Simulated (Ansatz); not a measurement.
# Resistivity from frozen vibrations: Ir(111) with 4 thermally displaced layers, 2x2

How much do lattice vibrations at 500 K scatter the electrons of Ir? Layers with random displacements are laid between perfect leads, and the resistance is followed against their length.

Program: Ansatz 0.2.0. Level of theory: Ansatz plane-wave DFT, PBE, PAW files; ballistic transport by layer matching (Landauer), zero bias; PAW set soft_1. Results are calculated unless marked as measured.

### 1. Set-up

The cell holds 40 atoms: 40 Ir. Cell: a = 5.430 Å, b = 5.430 Å, c = 22.222 Å, α = 93.5°, β = 86.5°, γ = 120.0°. It derives from Ir. Regions: lead, 24 atoms (24 Ir); scattering region, 16 atoms (16 Ir). The structure is stacked along c, and the current runs across the ab planes.

### 2. With 4 displaced layers

Each atom of 4 layers is moved at random, by amounts drawn from a normal law 0.0468 Å wide in each direction from the Debye model (420 K) at 500 K. The layers about the cell's end stay perfect and serve as the lead. Disorder leaves little or no symmetry, which makes such runs dear. Energies from -0.05 to 0.05 eV in steps of 0.05 eV are too few for the program's thermal sum, so it prints no conductance; for a metal the transmission near the Fermi level serves, at a fraction of the cost.

Contents of input.yaml:

```yaml
crystal:
  lattice:
    - [5.4297315514, 0.0, 0.0]
    - [-2.7148657757, 4.7022854592, 0.0]
    - [1.3574328878, -0.7837142432, 22.1667862353]
  atoms:
    - { symbol: Ir, position: [0.9916666667, 0.0083333333, 0.05] }
    - { symbol: Ir, position: [0.9916666667, 0.5083333333, 0.05] }
    - { symbol: Ir, position: [0.4916666667, 0.0083333333, 0.05] }
    - { symbol: Ir, position: [0.4916666667, 0.5083333333, 0.05] }
    - { symbol: Ir, position: [0.1416666667, 0.3583333333, 0.15] }
    - { symbol: Ir, position: [0.1416666667, 0.8583333333, 0.15] }
    - { symbol: Ir, position: [0.6416666667, 0.3583333333, 0.15] }
    - { symbol: Ir, position: [0.6416666667, 0.8583333333, 0.15] }
    - { symbol: Ir, position: [0.2916666667, 0.2083333333, 0.25] }
    - { symbol: Ir, position: [0.2916666667, 0.7083333333, 0.25] }
    - { symbol: Ir, position: [0.7916666667, 0.2083333333, 0.25] }
    - { symbol: Ir, position: [0.7916666667, 0.7083333333, 0.25] }
    - { symbol: Ir, position: [0.9418675019, 0.0572445231, 0.3513513249] }
    - { symbol: Ir, position: [0.9397790192, 0.5531322589, 0.3507629843] }
    - { symbol: Ir, position: [0.4578573851, 0.0675063468, 0.3485150823] }
    - { symbol: Ir, position: [0.4276516587, 0.552148231, 0.3500872] }
    - { symbol: Ir, position: [0.0709882795, 0.405718883, 0.4473710635] }
    - { symbol: Ir, position: [0.0827631285, 0.9028084201, 0.4493325903] }
    - { symbol: Ir, position: [0.6004426346, 0.4186578852, 0.4497287852] }
    - { symbol: Ir, position: [0.6000058016, 0.9018403398, 0.4507417044] }
    - { symbol: Ir, position: [0.2501784194, 0.259006992, 0.5484311782] }
    - { symbol: Ir, position: [0.231372785, 0.7538578271, 0.5504646231] }
    - { symbol: Ir, position: [0.7319852368, 0.2561966937, 0.549664027] }
    - { symbol: Ir, position: [0.7472682641, 0.7605934975, 0.5507498548] }
    - { symbol: Ir, position: [0.8851140933, 0.107319787, 0.6516542288] }
    - { symbol: Ir, position: [0.89773716, 0.5963419704, 0.6531944574] }
    - { symbol: Ir, position: [0.4070531764, 0.1161979458, 0.650558015] }
    - { symbol: Ir, position: [0.3955244604, 0.6235254631, 0.6541362464] }
    - { symbol: Ir, position: [0.0416666667, 0.4583333333, 0.75] }
    - { symbol: Ir, position: [0.0416666667, 0.9583333333, 0.75] }
    - { symbol: Ir, position: [0.5416666667, 0.4583333333, 0.75] }
    - { symbol: Ir, position: [0.5416666667, 0.9583333333, 0.75] }
    - { symbol: Ir, position: [0.1916666667, 0.3083333333, 0.85] }
    - { symbol: Ir, position: [0.1916666667, 0.8083333333, 0.85] }
    - { symbol: Ir, position: [0.6916666667, 0.3083333333, 0.85] }
    - { symbol: Ir, position: [0.6916666667, 0.8083333333, 0.85] }
    - { symbol: Ir, position: [0.8416666667, 0.1583333333, 0.95] }
    - { symbol: Ir, position: [0.8416666667, 0.6583333333, 0.95] }
    - { symbol: Ir, position: [0.3416666667, 0.1583333333, 0.95] }
    - { symbol: Ir, position: [0.3416666667, 0.6583333333, 0.95] }
kpoints:
  mp_grid: { grid: [5, 5, 1] }
hamiltonian:
  xc: pbe
  pseudopotentials: { kind: paw, azcp: { folder: soft_1 } }
scf:
  occupations: { method: fermi_dirac, width: 0.1 }
output:
  transmission:
    leads: [[0, 4]]
    kmesh: [10, 10]
    e_range: [-0.05, 0.05]
    de: 0.05
  write_potential: true
  write_density: true
  volumetric_format: npy
  elf: true
```

Command:

```bash
$ ansatz run input.yaml --threads 4 --pin off --max-ram 15360MiB --backend cpu --events-out ev --progress --plain --runs-dir out
```

Numbers of over 12 decimals in the logs are rounded to 6 here.

Output:

```text
Engine: ansatz 0.2.0, aarch64-unknown-linux-gnu
Pseudopotentials: kind: paw
Pseudopotential: Ir, paw, valence charge 17, recommended cutoff 420 eV (normal), soft_1/Ir.paw.azcp
Functional definition: PBE
  parameter kappa = 0.804
  parameter beta = 0.066725
  exchange = pbe_x(kappa = kappa, mu = beta*pi^2/3)
  correlation = pbe_c(beta = beta)
Crystal: 40 atoms, lattice volume = 565.966 Å³
Basis set: ecut = 420 eV, 11009 PW (Γ)
Bands: 408, of which v1, the nominal top of the filled ones, is band 340 counted from 1 (339 counted from 0)
Symmetry: 1 space group operations
Space group: P1 (ITA 1), of the structure as read, at distance tolerance 8.3e-5 Å
k-points: 13 of 25 (time reversal used)
Non-local potential: Ir, projectors of the file, l = 0: 3, l = 1: 2, l = 2: 2, l = 3: 1
PAW form: soft (Blöchl's): semilocal exchange-correlation on the pseudo side does not see the compensation charge
PAW one-centre angular grid: Ir, 590 points (default); XC on 64 Gauss nodes
Initial density: superposition of atomic densities (chi_scale 0.1, normalization cell)
Initial wavefunctions: pseudopotential atomic-orbital guess
Functional: x = pbe(κ = 0.804, μ = 0.219515), c = pbe(β = 0.066725)
SCF iter   1: F=—  HF=-477476.056655 eV  |F-HF|=—  |Δ(HF+E_count)|=         —  Δρ=4.94e-2  dr2=9.87e0  ethr=3.10e-3  ⟨swp⟩=5.0  Hψ=16998  notcnv=0  defer=56
preconditioner: auto → Kerker (q_TF=auto, 2.813 Å⁻¹)  [metal: Δε(μ)=0.038 eV  Ē_g=7.091 eV  σ=0.100 eV  W_gap=0.09  n_scr=228 (ndim 8)  ℏωp=29.6 eV  f_vac=0.000  D(μ)=33.23/eV (n_scr^D=324)]
SCF iter   2: F=—  HF=-477473.782765 eV  |F-HF|=—  |Δ(HF+E_count)|=    2.27e0  Δρ=2.72e-2  dr2=2.90e0  ethr=1.45e-3  ⟨swp⟩=2.0  Hψ=6425  notcnv=0  defer=254
SCF iter   3: F=—  HF=-477472.954291 eV  |F-HF|=—  |Δ(HF+E_count)|=   8.28e-1  Δρ=3.19e-3  dr2=2.22e-2  ethr=4.27e-4  ⟨swp⟩=2.2  Hψ=7936  notcnv=0  defer=254
SCF iter   4: F=—  HF=-477472.960769 eV  |F-HF|=—  |Δ(HF+E_count)|=   6.48e-3  Δρ=5.62e-4  dr2=2.14e-3  ethr=3.26e-6  ⟨swp⟩=2.1  Hψ=8387  notcnv=0  defer=254
SCF iter   5: F=—  HF=-477472.960372 eV  |F-HF|=—  |Δ(HF+E_count)|=   3.97e-4  Δρ=9.35e-5  dr2=9.10e-5  ethr=3.15e-7  ⟨swp⟩=2.1  Hψ=7318  notcnv=0  defer=254
SCF iter   6: F=—  HF=-477472.961214 eV  |F-HF|=—  |Δ(HF+E_count)|=   8.43e-4  Δρ=1.70e-5  dr2=1.59e-5  ethr=1.34e-8  ⟨swp⟩=1.6  Hψ=5077  notcnv=0  defer=254
SCF iter   7: F=—  HF=-477472.961214 eV  |F-HF|=—  |Δ(HF+E_count)|=   2.33e-7  Δρ=4.99e-6  dr2=9.40e-7  ethr=2.34e-9  ⟨swp⟩=1.0  Hψ=5048  notcnv=0  defer=254
SCF iter   8: F=-477472.961214 eV  HF=-477472.961214 eV  |F-HF|=2.73e-8  |Δ(HF+E_count)|=   2.82e-8  Δρ=1.67e-6  dr2=3.50e-8  ethr=1.47e-11  ⟨swp⟩=7.0  Hψ=12789  notcnv=0
SCF 1 converged in 8 iterations: F = -477472.961214 eV  dr2 = 3.50e-8
  greatest PAW one-centre occupation: 1.000 electrons in one spin orbital (limit 2), on the Ir atom at site 13 (counted from 0), in its partial waves of l = 0
transmission: 210 of 2080 steps passed
transmission: 416 of 2080 steps passed
[...]
transmission: 2080 of 2080 steps passed
SCF converged after 8 iterations
Free energy (F): -477472.961214 eV
Harris-Foulkes:  -477472.961214 eV  (|F-HF|=2.73e-8)
Internal energy: -477471.788416 eV  (E = F + TS)
E sigma→0 (E₀):  -477472.374815 eV
Entropy (-TS):   -1.172798 eV (-29.320 meV/atom)
Fermi energy:    25.827805 eV
--- Per-component energies (eV) ---
  E_band       = -3320.428996
  E_kinetic    = 21623.980408
  E_local      = -44050.387500  (includes V_loc(G=0)·N_el)
  E_nonlocal   = 7596.448669
  E_hartree    = 16508.821887
  E_xc         = -9224.285104
  E_vxc        = -10287.705702  (∫ρ·V_xc dr)
  E_paw        = -370607.369756  (= ΣΔE_a)
  E_vpaw       = -11220.441718  (= ΣTr[D̂ρ^β])
  E_aug_tail   = 0.013857  (compensation charges beyond the density's cutoff)
  E_ewald      = -99319.010877
  E_smearing   = -1.172798  (= −TS)
  E_closure    = 0.000000  (closes the sum)
  Σ components = -477472.961214   (vs F -477472.961214, Δ=0.00e0)
--- Band table (eV; the first three rows and the last of 13) ---
  k-point 0: bands = [... 336 lower, 26.6653, 26.6733, 26.6888, 26.6892, 26.6963, 26.7027, 26.7097, 26.7137, ... 64 higher]
  k-point 1: bands = [... 336 lower, 26.1102, 26.1250, 26.1340, 26.1509, 26.1817, 26.2349, 26.2558, 26.2852, ... 64 higher]
  k-point 2: bands = [... 336 lower, 25.1259, 25.1761, 25.2344, 25.3456, 25.3703, 25.4112, 25.4968, 25.5220, ... 64 higher]
  k-point 12: bands = [... 336 lower, 25.7368, 25.7852, 25.8204, 25.8447, 25.8567, 25.8858, 25.9147, 25.9416, ... 64 higher]
--- Transmission ---
  basis      : 223 plane waves across, 40 finite elements along
  points     : 52, standing for a mesh of 10 x 10
  energies   : 3 from -0.050000 to 0.050000 eV about the Fermi level, 0.050000 eV apart; the leads are filled to 0.000000 eV, and channels, transmission and decay are at 0.000000 eV
  crystal 0  : Ir4, at the sites [0, 4], period 2.2167 Å, over 13.30 Å; its Hamiltonian steps by up to 6.3 meV
    offset         : up to 0.0000 Å between an atom of the period and one for which it stands
    channels       : 5.780000e0 a spin
    conductance    : none, the energies end too early or step too widely for 300 K: set another output.transmission.e_range or a lower de, or, where they end at an eighth of basis.ecutwfc, a higher one
  junction   : crystal 0 to crystal 0, 0.70 to 20.65 Å
    transmission   : 5.360304e0 a spin
    conductance    : none, the energies end too early or step too widely for 300 K: set another output.transmission.e_range or a lower de, or, where they end at an eighth of basis.ecutwfc, a higher one
```

Wall time 9.8 min (4 threads of Arm Neoverse V1, shared host); peak memory 5.1 GiB.

This step gave:

| Item | Value |
| --- | --- |
| free energy | -477472.9612 eV |
| energy at zero smearing | -477472.3748 eV |
| Fermi energy | 25.83 eV |
| cell area | 25.53 Å² |
| transmission per spin nearest the Fermi level | 5.360 |
| open channels per spin nearest the Fermi level | 5.78 |
| step of the lead's potential | 6.3 meV |

Per spin. Table of transmission, zone mean by energy, zero at the Fermi level:

| energy (eV) | transmission, zone mean |
| --- | --- |
| -0.0500 | 5.48 |
| 0.0000 | 5.36 |
| 0.0500 | 5.64 |

Per spin. The open channels, zone mean, lead by energy, zero at the Fermi level:

| energy (eV) | open channels, zone mean, lead |
| --- | --- |
| -0.0500 | 5.9 |
| 0.0000 | 5.78 |
| 0.0500 | 6.14 |

Transmission over k1 and k2. At 0.0000 eV from the Fermi level.

Ten even steps from '0' (3.30) to '9' (7.75):
```
5430345545
3356553344
3163335035
5353993635
5453999354
5536399353
3530533361
3443355653
5545543034
5533555335
```
Columns: k1 (b1) from -0.5 to 0.4; rows upwards: k2 (b2) from -0.5 to 0.4.

Open channels over k1 and k2. At 0.0000 eV from the Fermi level.

Values, 10 rows by 10 columns:
```
6.00 6.00 5.00 4.00 5.00 6.00 6.00 6.00 6.00 6.00
5.00 5.00 6.00 7.00 7.00 6.00 5.00 5.00 6.00 6.00
5.00 4.00 7.00 5.00 5.00 5.00 7.00 4.00 5.00 6.00
6.00 5.00 7.00 5.00 8.00 8.00 5.00 7.00 5.00 6.00
6.00 6.00 6.00 5.00 8.00 8.00 8.00 5.00 6.00 6.00
6.00 6.00 5.00 7.00 5.00 8.00 8.00 5.00 7.00 5.00
5.00 6.00 5.00 4.00 7.00 5.00 5.00 5.00 7.00 4.00
5.00 6.00 6.00 5.00 5.00 6.00 7.00 7.00 6.00 5.00
6.00 6.00 6.00 6.00 6.00 6.00 5.00 4.00 5.00 6.00
6.00 6.00 5.00 5.00 6.00 6.00 6.00 5.00 5.00 6.00
```
Columns: k1 (b1) from -0.5 to 0.4; rows upwards: k2 (b2) from -0.5 to 0.4.

Valence density in the ca plane at fractional y = 0.116, with atoms of Ir within 0.2 Å of it. It is the smooth field of the valence electrons, not physical close to the nuclei.

Ten even steps from '0' (0.2 e/Å³) to '9' (9.4 e/Å³), each cell a mean:
```
00000000000268620000000000000158730000000000
00000011000034310000000000000169940000000000
00000145300001000000000000000036620000000000
00000257410000000000000012100001100000000000
00000134200000000000000023200000000012100000
00000000000134200000000012100000000012200001
00000000000278510000000000000034310001000000
00000000000278610000000000000169830000000000
00000011000134300000000000000169830000000000
00000145300000000000000000000025410000000000
00000257410000000000000022100000000000000000
00000134200000000000000023200000000012100000
00000000000023200000000011100000000012200001
00000000000168510000000000000013200001000000
```
Columns run along c (16.0 Å, from fractional 0.14 to 0.86 of the cell), rows up along a (5.4 Å). Atoms in or near the plane, at fractional coordinates: Ir at (0.65, 0.89), Ir at (0.65, 0.41).

Electrostatic potential energy in the ca plane at fractional y = 0.116, with atoms of Ir within 0.2 Å of it. With pseudopotentials it is smooth inside the atoms' cores, unlike the true potential.

Ten even steps from '0' (-43 eV) to '9' (27 eV), each cell a mean:
```
99999999998500048999999999999510038999999999
99999855789731269999999999999500027999999999
99998511379987789998999987899720148999999999
99998400269999999988899854589975689987799998
99999732479877899988899742479999999864579987
99999977898622489999999864589987899864479986
98999999998300159999999988899731369986789987
99999999998400058999999999998500038999999999
99999855789732379999999999999500027999999999
99998511379987899999999977899731258999999999
99998400269999999988899743589987789987799998
99999732479988899987899742479999999864579987
99999977899743489998999865689988899864479986
98999999998500158999999998999853479986789987
```
Columns run along c (16.0 Å, from fractional 0.14 to 0.86 of the cell; values clipped at the 3rd and 97th percentile), rows up along a (5.4 Å). Atoms in or near the plane, at fractional coordinates: Ir at (0.65, 0.89), Ir at (0.65, 0.41).

ELF in the ca plane at fractional y = 0.116, with atoms of Ir within 0.2 Å of it. It is the smooth field of the valence electrons, not physical close to the nuclei.

Ten even steps from '0' (0.16) to '9' (0.59), each cell a mean:
```
33211122232698962333200023332598973322211123
34332465333479952334310122332596883233210013
22233699843234422233322233233489973322210023
22233699952334321233223367533235533323322223
34332588744333321122233468842334332257533323
33221233234578732222222357633334322357633324
22210123333798952333211123233489853334432223
33211122233798952333200023332597973322211123
34332365334479842333210122232597873333210023
22233699843323322223222244223489963322210023
22233699952333211122233467633234423223322223
34332598743223222233234468742233322257633323
33221233233368742223223356422223222357633324
22210123332699963333211122223368743334432223
```
Columns run along c (16.0 Å, from fractional 0.14 to 0.86 of the cell), rows up along a (5.4 Å). Atoms in or near the plane, at fractional coordinates: Ir at (0.65, 0.89), Ir at (0.65, 0.41).

Over the solved energies the transmission per spin lies between 5.36 and 5.64, out of 5.94 channels of the lead on average (up to 6.14).

(Continued in part 2 of 2.)

[Logs are printed without paths, hosts, clocks, repeated set-up lines and the standing remarks that a program may print on its own settings, such as how far it seeks lower states.]

[Hosts, paths, dates, database ids (printed as entryN), source tags and the programs' standing remarks are cut or masked in the printed files.]
